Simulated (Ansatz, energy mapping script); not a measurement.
# CsCrBr3 in a distorted perovskite structure: exchange couplings from total energies (octahedra turned by 3°)

How strongly do the moments of CsCrBr3 in a distorted perovskite structure couple under PBEsol+U (3.32 eV)? The plan is to run several orders and fit a Heisenberg model.

Method: PBEsol with U = 3.32 eV on Cr d, ortho-atomic projectors; plane waves, U on orthogonalised atomic orbitals unless named otherwise, collinear spin, no spin–orbit coupling, in Ansatz 0.2.0.

## (1) The structure

Symmetry: P4/mbm, No. 127, tetragonal system. The conventional cell has a = 7.470 Å, b = 7.470 Å, c = 5.290 Å, α = 90.00°, β = 90.00°, γ = 90.00°. Nearest to Cs lie 12 Br at 3.64 to 3.84 Å. Nearest to Cr lie 6 Br at 2.64 Å. Nearest to Br lie 2 Cr at 2.64 Å and 4 Cs at 3.74 Å. Nearest to Br lie 2 Cr at 2.64 Å and 4 Cs at 3.64 to 3.84 Å. perovskite prototype, lattice guessed from radii. Farther neighbours and most contacts between anions are not listed.

This cell was built for the study (perovskite prototype, lattice guessed from radii), not taken from an experiment; the compound need not form in this structure.

The parent cell was relaxed beforehand in Ansatz under PBEsol with U = 3.15 eV on Cr d, ortho-atomic projectors, from parallel moments.

This cell differs from the relaxed one by: octahedra turned by 3°. The bonds from the magnetic cation to the anions keep their length, so the cell shrinks in the plane.

The U corrects the self-interaction that lets semilocal functionals spread d and f electrons too far. Its value here is typed, not computed.

## (2) One set of occupation matrices for all orders

A corrected shell can settle in several orbital fillings. One parallel run, with an occupation width a fifth wider than the orders use, therefore is to supply the occupation matrices. All orders start from them.

File input.yaml:

```yaml
crystal:
  lattice:
    - [5.2823535233, 5.2823535233, 0.0]
    - [-5.2823535233, 5.2823535233, 0.0]
    - [0.0, 0.0, 5.28960274]
  atoms:
    - { symbol: Cs, position: [0.0, 0.5, 0.5] }
    - { symbol: Cs, position: [0.5, 0.0, 0.5] }
    - { symbol: Cr, position: [0.0, 0.0, 0.0], spin: 3.0 }
    - { symbol: Cr, position: [0.5, 0.5, 0.0], spin: 3.0 }
    - { symbol: Br, position: [0.0, 0.0, 0.5] }
    - { symbol: Br, position: [0.5, 0.5, 0.5] }
    - { symbol: Br, position: [0.263101945, 0.236898055, 0.0] }
    - { symbol: Br, position: [0.736898055, 0.763101945, 0.0] }
    - { symbol: Br, position: [0.236898055, 0.736898055, 0.0] }
    - { symbol: Br, position: [0.763101945, 0.263101945, 0.0] }
magnetization:
  spin_polarized: true
kpoints:
  mp_grid: { grid: [5, 5, 7] }
hamiltonian:
  xc: pbesol
  hubbard:
    sites: [{ species: Cr, l: d, u_eff: 3.32 }]
    projectors: ortho-atomic
scf:
  occupations: { method: fermi_dirac, width: 0.06 }
output:
  eigenvalues: true
```

Launch:

```bash
> ansatz run input.yaml --threads 4 --pin off --max-ram 8192MiB --backend cpu --events-out ev --progress --plain --runs-dir out
```

Numbers of over 12 decimals in the logs are rounded to 6 here.

What it wrote:

```text
Engine: ansatz 0.2.0, aarch64-unknown-linux-gnu
Pseudopotentials: kind: paw
Pseudopotential: Cs, paw, valence charge 9, recommended cutoff 420 eV (normal), Cs.paw.azcp
Pseudopotential: Cr, paw, valence charge 14, recommended cutoff 420 eV (normal), Cr.paw.azcp
Pseudopotential: Br, paw, valence charge 7, recommended cutoff 420 eV (normal), Br.paw.azcp
Functional definition: PBEsol
  exchange = pbesol_x
  correlation = pbesol_c
Crystal: 10 atoms, lattice volume = 295.194 Å³
Basis set: ecut = 420 eV, 5777 PW (Γ)
Bands: 57, of which v1, the nominal top of the filled ones, is band 44 counted from 1 (43 counted from 0)
Symmetry: 16 space group operations
Space group: P4/mbm (ITA 127), of the structure as read, at distance tolerance 6.7e-5 Å
Magnetic group: BNS 127.387 (UNI 1047), of the structure as read, at distance tolerance 6.7e-5 Å
k-points: 24 of 175
Non-local potential: Cs, projectors of the file, l = 0: 3, l = 1: 2, l = 2: 2, l = 3: 2
Non-local potential: Cr, projectors of the file, l = 0: 3, l = 1: 2, l = 2: 3, l = 3: 1
Non-local potential: Br, projectors of the file, l = 0: 2, l = 1: 2, l = 2: 2
PAW form: soft (Blöchl's): semilocal exchange-correlation on the pseudo side does not see the compensation charge
PAW frozen core: Cs, regenerated for the run's functional, and the local potential with it (the file was generated under x = pbe(κ = 0.804, μ = 0.219515), c = pbe(β = 0.066725))
PAW frozen core: Cr, regenerated for the run's functional, and the local potential with it (the file was generated under x = pbe(κ = 0.804, μ = 0.219515), c = pbe(β = 0.066725))
PAW frozen core: Br, regenerated for the run's functional, and the local potential with it (the file was generated under x = pbe(κ = 0.804, μ = 0.219515), c = pbe(β = 0.066725))
PAW one-centre angular grid: Cs, 194 points (default); XC on 64 Gauss nodes
PAW one-centre angular grid: Cr, 590 points (default); XC on 64 Gauss nodes
PAW one-centre angular grid: Br, 110 points (default); XC on 64 Gauss nodes
Initial density: superposition of atomic densities (chi_scale 0.1, normalization cell, long waves kept (reshape's long-wave potential 0.00 eV rms))
Starting moments: Σ|m| = 6 μB on 2 of 10 sites
Initial wavefunctions: pseudopotential atomic-orbital guess
Functional: x = pbesol(κ = 0.804, μ = 0.123457), c = pbesol(β = 0.046)
SCF iter   1: F=—  HF=-34297.340782 eV  |F-HF|=—  |Δ(HF+E_count)|=         —  Δρ=3.68e-2 (↑3.68e-2 ↓1.96e-2)  dr2=5.66e0  dr2_m=1.56e0  M=8.000 μB ∫|m|=8.736 μB  β_m=1.00  ethr=3.10e-3  ⟨swp⟩=10.9  Hψ=13298  notcnv=0  defer=12
preconditioner: auto → Kerker (q_TF=auto, 2.230 Å⁻¹)  [metal: Δε(μ)=0.027 eV  Ē_g=9.436 eV  σ=0.060 eV  W_gap=0.11  n_scr=62 (ndim 8)  ℏωp=17.8 eV  f_vac=0.000  D(μ)=2.13/eV (n_scr^D=4)]
[...]
Symmetry: 8 space group operations
k-points: 36 of 175
[...]
Starting moments: Σ|m| = 6 μB on 2 of 10 sites; this step starts from the density that it was given
[...]
spin=Collinear: Kerker preconditioning applied to the charge; magnetization (m = ρ↑ − ρ↓) channel mixes plain (no charge-response kernel on spin).
[...]
an SCF along what the orbitals of the run's state read of its open shells (or to have them read: on a GPU, or by another smearing), with 8 of the crystal's symmetry operations given up (36 k-points in place of 24), reached no lower state that the run goes on to. This is no proof of a minimum
[...]
spin=Collinear: Kerker preconditioning applied to the charge; magnetization (m = ρ↑ − ρ↓) channel mixes plain (no charge-response kernel on spin).
[...]
an SCF along what the orbitals of the run's state read of its open shells (or to have them read: on a GPU, or by another smearing), with 8 of the crystal's symmetry operations given up (36 k-points in place of 24), reached no lower state that the run goes on to. This is no proof of a minimum
SCF converged after 17 iterations
Magnetization: 8.0000 μB (48.0000 up, 40.0000 down)
Absolute magnetization: 8.9252 μB (∫|ρ↑−ρ↓|, with the PAW one-centre terms)
Spin contamination: 0.2677 ħ² per cell (⟨S²⟩ above its minimum at these occupations)
Per-site moments (μB) at R_I (Å): [(0.00243393, 1.502020), (0.00243393, 1.502020), (3.736273, 1.090981), (3.736273, 1.090981), (-0.060700, 1.090981), (-0.060700, 1.090981), (-0.061426, 1.090981), (-0.061426, 1.090981), (-0.061426, 1.090981), (-0.061426, 1.090981)]
Free energy (F): -34297.120368 eV
Harris-Foulkes:  -34297.120368 eV  (|F-HF|=4.50e-9)
Internal energy: -34297.097766 eV  (E = F + TS)
E sigma→0 (E₀):  -34297.109067 eV
Entropy (-TS):   -0.022601 eV (-2.260 meV/atom)
Fermi energy:    5.306153 eV
--- Per-component energies (eV) ---
  E_band       = -772.413757
  E_kinetic    = 1771.527804
  E_local      = -6564.489931  (includes V_loc(G=0)·N_el)
  E_nonlocal   = 661.721351
  E_hartree    = 2601.916659
  E_xc         = -2189.496710
  E_vxc        = -1227.373851  (∫ρ·V_xc dr)
  E_hubbard    = 2.402609  (on-site DFT+U / exact-exchange correction)
  E_vhub       = -10.924463  (the Hubbard potential's part of the band-sum identity)
  E_paw        = -25529.906609  (= ΣΔE_a)
  E_vpaw       = -606.708320  (= ΣTr[D̂ρ^β])
  E_aug_tail   = 0.000726  (compensation charges beyond the density's cutoff)
  E_ewald      = -5051.935607
  E_core_change = 1.161941  (= ΣΔE_core)
  E_smearing   = -0.022601  (= −TS)
  E_closure    = 0.000000  (closes the sum)
  Σ components = -34297.120368   (vs F -34297.120368, Δ=0.00e0)
--- Band table (eV; the first three rows and the last of 48) ---
  k-point 0 ↑: bands = [... 40 lower, 3.8739, 3.8748, 3.8814, 4.0346, 4.0346, 4.0391, 4.2245, 4.2404, ... 9 higher]
  k-point 1 ↑: bands = [... 40 lower, 3.8966, 3.8966, 3.9121, 4.0552, 4.0552, 4.0857, 4.2268, 4.6062, ... 9 higher]
  k-point 2 ↑: bands = [... 40 lower, 3.9855, 4.0110, 4.0110, 4.0986, 4.0986, 4.1071, 4.2355, 4.9128, ... 9 higher]
  k-point 23 ↓: bands = [... 40 lower, 9.0762, 9.1885, 9.6824, 9.7275, 9.7385, 9.7706, 9.8864, 9.9542, ... 9 higher]
Occupation matrices written to <dir>
```

Elapsed: 3.1 min, on 4 threads of Arm Neoverse V1, shared host; peak memory 3.1 GiB; 12 min of CPU time.

The column dr2 measures how far the density is from self-consistency, as an energy; F and HF (Harris–Foulkes) agree once it is small.

Read from the output:

* final state: ferromagnetic
* electrons in the corrected shells: 4.738, 4.738 e
* largest moment: 3.736 μB

## (3) Run 1 (parallel; cell A, 10 atoms)

The parallel order is the zero of energy for this cell and mesh.

This run holds the same structure in another cell (a 7.470 → 5.290 Å, c 5.290 → 7.470 Å).

File input.yaml:

```yaml
crystal:
  lattice:
    - [0.0, 0.0, 5.28960274]
    - [5.2823535233, 5.2823535233, 0.0]
    - [-5.2823535233, 5.2823535233, 0.0]
  atoms:
    - { symbol: Cs, position: [0.5, 0.0, 0.5] }
    - { symbol: Cs, position: [0.5, 0.5, 0.0] }
    - { symbol: Cr, position: [0.0, 0.0, 0.0], spin: 3.0 }
    - { symbol: Cr, position: [0.0, 0.5, 0.5], spin: 3.0 }
    - { symbol: Br, position: [0.5, 0.0, 0.0] }
    - { symbol: Br, position: [0.5, 0.5, 0.5] }
    - { symbol: Br, position: [0.0, 0.263101945, 0.236898055] }
    - { symbol: Br, position: [0.0, 0.736898055, 0.763101945] }
    - { symbol: Br, position: [0.0, 0.236898055, 0.736898055] }
    - { symbol: Br, position: [0.0, 0.763101945, 0.263101945] }
magnetization:
  spin_polarized: true
kpoints:
  mp_grid: { grid: [7, 5, 5] }
hamiltonian:
  xc: pbesol
  hubbard:
    sites:
      - { species: Cr, l: d, u_eff: 3.32 }
      - { site: 2, l: d, u_eff: 3.32, starting_ns: [{ spin: up, occupation_matrix: cr3_major }, { spin: down, occupation_matrix: cr3_minor }] }
      - { site: 3, l: d, u_eff: 3.32, starting_ns: [{ spin: up, occupation_matrix: cr4_major }, { spin: down, occupation_matrix: cr4_minor }] }
    projectors: ortho-atomic
    occupation_matrices:
      cr3_major:
        matrix:
          - [0.718, 0.0, 0.0, 0.0, 0.0]
          - [0.0, 0.995, 0.0, 0.0, 0.0]
          - [0.0, 0.0, 0.995, 0.0, 0.0]
          - [0.0, 0.0, 0.0, 0.714, 0.031]
          - [0.0, 0.0, 0.0, 0.031, 0.991]
      cr3_minor:
        matrix:
          - [0.109, 0.0, 0.0, 0.0, 0.0]
          - [0.0, 0.036, 0.0, 0.0, 0.0]
          - [0.0, 0.0, 0.036, 0.0, 0.0]
          - [0.0, 0.0, 0.0, 0.108, -0.006]
          - [0.0, 0.0, 0.0, -0.006, 0.037]
      cr4_major:
        matrix:
          - [0.718, 0.0, 0.0, 0.0, 0.0]
          - [0.0, 0.995, 0.0, 0.0, 0.0]
          - [0.0, 0.0, 0.995, 0.0, 0.0]
          - [0.0, 0.0, 0.0, 0.714, -0.031]
          - [0.0, 0.0, 0.0, -0.031, 0.991]
      cr4_minor:
        matrix:
          - [0.109, 0.0, 0.0, 0.0, 0.0]
          - [0.0, 0.036, 0.0, 0.0, 0.0]
          - [0.0, 0.0, 0.036, 0.0, 0.0]
          - [0.0, 0.0, 0.0, 0.108, 0.006]
          - [0.0, 0.0, 0.0, 0.006, 0.037]
scf:
  occupations: { method: fermi_dirac, width: 0.05 }
output:
  eigenvalues: true
```

What it wrote:

```text
[...]
Crystal: 10 atoms, lattice volume = 295.194 Å³
Basis set: ecut = 420 eV, 5777 PW (Γ)
Bands: 57, of which v1, the nominal top of the filled ones, is band 44 counted from 1 (43 counted from 0)
Symmetry: 16 space group operations
[...]
k-points: 24 of 175
[...]
Starting moments: Σ|m| = 6 μB on 2 of 10 sites
[...]
SCF iter   1: F=—  HF=-34297.938464 eV  |F-HF|=—  |Δ(HF+E_count)|=         —  Δρ=3.50e-2 (↑3.50e-2 ↓2.04e-2)  dr2=5.08e0  dr2_m=1.54e0  M=8.000 μB ∫|m|=8.718 μB  β_m=1.00  ethr=3.10e-3  ⟨swp⟩=11.1  Hψ=13514  notcnv=0  defer=14
[...]
SCF iter  16: F=-34297.116794 eV  HF=-34297.116794 eV  |F-HF|=9.42e-9  |Δ(HF+E_count)|=   9.71e-9  Δρ=2.01e-6 (↑2.01e-6 ↓5.64e-7)  dr2=2.00e-8  dr2_m=2.00e-9  M=8.000 μB ∫|m|=8.939 μB  ethr=1.07e-10  ⟨swp⟩=1.0  Hψ=7025  notcnv=0
SCF 1 converged in 16 iterations: F = -34297.116794 eV  dr2 = 2.00e-8
[...]
SCF converged after 16 iterations
an eigenvalue changed by more than its tolerance at an iteration that met the thresholds in force, so the SCF went on 1 time: the last check found none over its tolerance
Magnetization: 8.0000 μB (48.0000 up, 40.0000 down)
Absolute magnetization: 8.9251 μB (∫|ρ↑−ρ↓|, with the PAW one-centre terms)
[...]
Per-site moments (μB) at R_I (Å): [(0.00243679, 1.502020), (0.00243679, 1.502020), (3.736276, 1.090981), (3.736276, 1.090981), (-0.060797, 1.090981), (-0.060797, 1.090981), (-0.061338, 1.090981), (-0.061338, 1.090981), (-0.061338, 1.090981), (-0.061338, 1.090981)]
Free energy (F): -34297.116794 eV
[...]
Internal energy: -34297.099905 eV  (E = F + TS)
E sigma→0 (E₀):  -34297.108350 eV
Entropy (-TS):   -0.016889 eV (-1.689 meV/atom)
Fermi energy:    5.305801 eV
[...]
--- Specified on-site occupations, and those of the state reported ---
  electrons in the specified blocks: 9.4780 specified, 9.4759 found
  site 2 (l=d) ↑: largest change of an orbital's occupation 0.0016; electrons 4.4130 specified, 4.4115 found; spectral distance 0.0019
[...]
site 3 (l=d) ↓: largest change of an orbital's occupation 0.0005; electrons 0.3260 specified, 0.3265 found; spectral distance 0.0006
[...]
--- Band table (eV; the first three rows and the last of 48) ---
  k-point 0 ↑: bands = [... 40 lower, 3.8740, 3.8747, 3.8821, 4.0343, 4.0343, 4.0404, 4.2210, 4.2427, ... 9 higher]
  k-point 1 ↑: bands = [... 40 lower, 3.5963, 3.8836, 3.8881, 3.9926, 3.9970, 4.0202, 4.3129, 4.4598, ... 9 higher]
  k-point 2 ↑: bands = [... 40 lower, 3.6883, 3.7644, 3.7927, 3.8673, 3.9412, 3.9830, 4.3922, 4.4371, ... 9 higher]
  k-point 23 ↓: bands = [... 40 lower, 9.0772, 9.1896, 9.6833, 9.7269, 9.7379, 9.7715, 9.8858, 9.9535, ... 9 higher]
Occupation matrices written to <dir>
```

It took 31 s on 4 threads; peak memory 1.3 GiB.

Spin moment in the sphere by atom:

| atom | spin moment in the sphere (μB) |
| --- | --- |
| Cs1 | 0.00 |
| Cs2 | 0.00 |
| Cr3 | 3.74 |
| Cr4 | 3.74 |
| Br5 | -0.06 |
| Br6 | -0.06 |
| Br7 | -0.06 |
| Br8 | -0.06 |
| Br9 | -0.06 |
| Br10 | -0.06 |

The run ends ferromagnetic.

## (4) Run 2 (compensated +−; cell A, 10 atoms)

This order reverses 4 of the 4 neighbours at 5.28 Å, counted for an average magnetic atom.

input.yaml, as its differences from that of step 3:

```diff
@@ -9,3 +9,3 @@
     - { symbol: Cr, position: [0.0, 0.0, 0.0], spin: 3.0 }
-    - { symbol: Cr, position: [0.0, 0.5, 0.5], spin: 3.0 }
+    - { symbol: Cr, position: [0.0, 0.5, 0.5], spin: -3.0 }
     - { symbol: Br, position: [0.5, 0.0, 0.0] }
@@ -26,3 +26,3 @@
       - { site: 2, l: d, u_eff: 3.32, starting_ns: [{ spin: up, occupation_matrix: cr3_major }, { spin: down, occupation_matrix: cr3_minor }] }
-      - { site: 3, l: d, u_eff: 3.32, starting_ns: [{ spin: up, occupation_matrix: cr4_major }, { spin: down, occupation_matrix: cr4_minor }] }
+      - { site: 3, l: d, u_eff: 3.32, starting_ns: [{ spin: up, occupation_matrix: cr4_minor }, { spin: down, occupation_matrix: cr4_major }] }
     projectors: ortho-atomic
```

What it wrote:

```text
[...]
Crystal: 10 atoms, lattice volume = 295.194 Å³
Basis set: ecut = 420 eV, 5777 PW (Γ)
Bands: 57, of which v1, the nominal top of the filled ones, is band 44 counted from 1 (43 counted from 0)
Symmetry: 8 space group operations
[...]
k-points: 28 of 175
[...]
Starting moments: Σ|m| = 6 μB on 2 of 10 sites
Starting magnetic order: altermagnet, g-wave, planar spin-momentum locking; spin-degenerate planes through Γ normal to [0 0 1], [0 1 -1], [0 1 0], [0 1 1] of the run's lattice
[...]
SCF iter   1: F=—  HF=-34297.471149 eV  |F-HF|=—  |Δ(HF+E_count)|=         —  Δρ=2.81e-2 (↑2.81e-2 ↓2.81e-2)  dr2=5.09e0  dr2_m=1.46e0  M=-0.000 μB ∫|m|=8.479 μB  β_m=1.00  ethr=3.10e-3  ⟨swp⟩=8.5  Hψ=14745  notcnv=0  defer=124
[...]
SCF iter  21: F=-34296.618698 eV  HF=-34296.618698 eV  |F-HF|=2.75e-9  |Δ(HF+E_count)|=   5.48e-9  Δρ=5.89e-7 (↑5.89e-7 ↓5.33e-7)  dr2=3.84e-9  dr2_m=3.93e-10  M=0.000 μB ∫|m|=8.713 μB  ethr=5.41e-11  ⟨swp⟩=1.0  Hψ=8625  notcnv=0
SCF 1 converged in 21 iterations: F = -34296.618698 eV  dr2 = 3.84e-9
[...]
SCF converged after 21 iterations
[...]
Magnetization: 0.0001 μB (44.0000 up, 44.0000 down)
Absolute magnetization: 8.7101 μB (∫|ρ↑−ρ↓|, with the PAW one-centre terms)
[...]
Per-site moments (μB) at R_I (Å): [(-3.06781267742211e-9, 1.502020), (-3.0678129727130546e-9, 1.502020), (3.717059, 1.090981), (-3.717020, 1.090981), (-0.049897, 1.090981), (0.049898, 1.090981), (3.7370388883416224e-6, 1.090981), (3.73703888835646e-6, 1.090981), (3.737038887914855e-6, 1.090981), (3.7370388879908576e-6, 1.090981)]
Free energy (F): -34296.618698 eV
[...]
Internal energy: -34296.574395 eV  (E = F + TS)
E sigma→0 (E₀):  -34296.596546 eV
Entropy (-TS):   -0.044303 eV (-4.430 meV/atom)
Fermi energy:    5.441503 eV
[...]
--- Specified on-site occupations, and those of the state reported ---
  electrons in the specified blocks: 9.4780 specified, 9.4422 found
[...]
--- Band table (eV; the first three rows and the last of 56) ---
  k-point 0 ↑: bands = [... 40 lower, 3.8632, 3.8632, 4.0955, 4.4505, 5.4883, 7.9899, 8.9271, 9.1884, ... 9 higher]
  k-point 1 ↑: bands = [... 40 lower, 3.7923, 3.8902, 4.0023, 4.4789, 5.5249, 8.3459, 8.9371, 9.2038, ... 9 higher]
  k-point 2 ↑: bands = [... 40 lower, 3.7533, 3.8129, 3.9285, 4.5036, 5.5885, 8.9402, 9.1013, 9.2274, ... 9 higher]
  k-point 27 ↓: bands = [... 40 lower, 4.0225, 4.0534, 4.1133, 5.1761, 6.2242, 9.4717, 9.6944, 9.7482, ... 9 higher]
Occupation matrices written to <dir>
```

The job ended after 39 s (4 threads; peak memory 1.4 GiB).

Spin moment in the sphere by atom:

| atom | spin moment in the sphere (μB) |
| --- | --- |
| Cs1 | 0.00 |
| Cs2 | 0.00 |
| Cr3 | 3.72 |
| Cr4 | -3.72 |
| Br5 | -0.05 |
| Br6 | 0.05 |
| Br7 | 0.00 |
| Br8 | 0.00 |
| Br9 | 0.00 |
| Br10 | 0.00 |

The run ends antiferromagnetic, 255.90 meV a magnetic atom above the parallel order of its cell (energies taken at zero occupation width, not the printed F).

## (5) The fit

Each energy difference is a sum of couplings weighted by the pairs that the order reverses. A few near shells are fitted to the differences by least squares. Energies are those extrapolated to zero occupation width, not the free energies F.

Energies from the parallel order of the same cell:

| order | atoms | energy (meV a magnetic atom) | moments (μB) | moments kept as typed | opposed neighbours at 5.28 Å |
| --- | --- | --- | --- | --- | --- |
| parallel | 10 | 0.00 | 3.74 | yes | 0 |
| compensated +− | 10 | 255.90 | 3.72 | yes | 4 |

The Heisenberg fit (each pair counts twice, positive J is ferromagnetic):

| pair | distance (Å) | neighbours | J (meV) |
| --- | --- | --- | --- |
| Cr–Cr | 5.28 | 4 | 32.0 |

Limits of this fit: the pairs at 5.29 Å are left out of the fit, though near enough to matter; one energy difference fixes this value, which holds the part of every shell that the order reverses.

## (6) Beside the first set of runs

The first set of orders, under PBEsol+U (3.32 eV), octahedra turned by 0°, took 2.7 min of CPU time summed over its finished orders (seed run apart), these 4.5 min.

| quantity | this set | first set |
| --- | --- | --- |
| J at 5.28 Å (5.29 Å in the first set), meV | 32.0 | 32.1 |

The leading coupling stays at 32.0 meV, as the two sets treat the shell nearly alike.

## (7) Results

```yaml
lowest_order_tried: parallel
largest_fitted_value_cr_cr_at_5p28_a: 32.0 meV
```

Of the orders tried, CsCrBr3 in a distorted perovskite structure (octahedra turned by 3°) prefers parallel moments under PBEsol+U (3.32 eV). Orders that were not tried, spirals among them, may lie lower. The one fitted coupling is the Cr–Cr pair at 5.28 Å, ferromagnetic at 32 meV, across a ligand at about 174°. It also takes up the part of reversed shells that are not fitted, so neither its size nor its rank as a single path is established. The orders also reverse pairs at 7.47 Å, which are not fitted, so the fitted values hold their part too. No fitted order reverses the pairs at 9.15 and 10.56 Å, so their coupling is unknown and is set to zero in the model. 1 energy difference fixes 1 coupling with none to spare, so the fit tests nothing. In the fitted orders moments change by up to 0.52 % against the parallel run of the same cell, so their size stays put. The pairs at 5.29 Å are nearer than the strongest fitted shell or at most 15 % farther, and these orders do not fix their coupling, so no ordering temperature is given. Every order is gapless on its mesh at this level. In a metal exchange reaches farther, and a short model of fixed moments is less apt; where the compound is in fact an insulator, these couplings come from a wrongly metallic state. The cell was built from a prototype and relaxed before the change was imposed without further relaxation; a distortion that needs a larger cell, or another structure that the compound may prefer, is not captured.

[Logs and program files are shortened in this print: banners, set-up blocks, solver, clock and traceback lines can be left out without a mark of their own.]

[Logs are printed without paths, hosts, clocks, repeated set-up lines and the standing remarks that a program may print on its own settings, such as how far it seeks lower states.]

[Hosts, paths, dates, database ids (printed as entryN), source tags and the programs' standing remarks are cut or masked in the printed files.]

[Where a cell is said to come from a database of computed structures, the database is the Materials Project.]
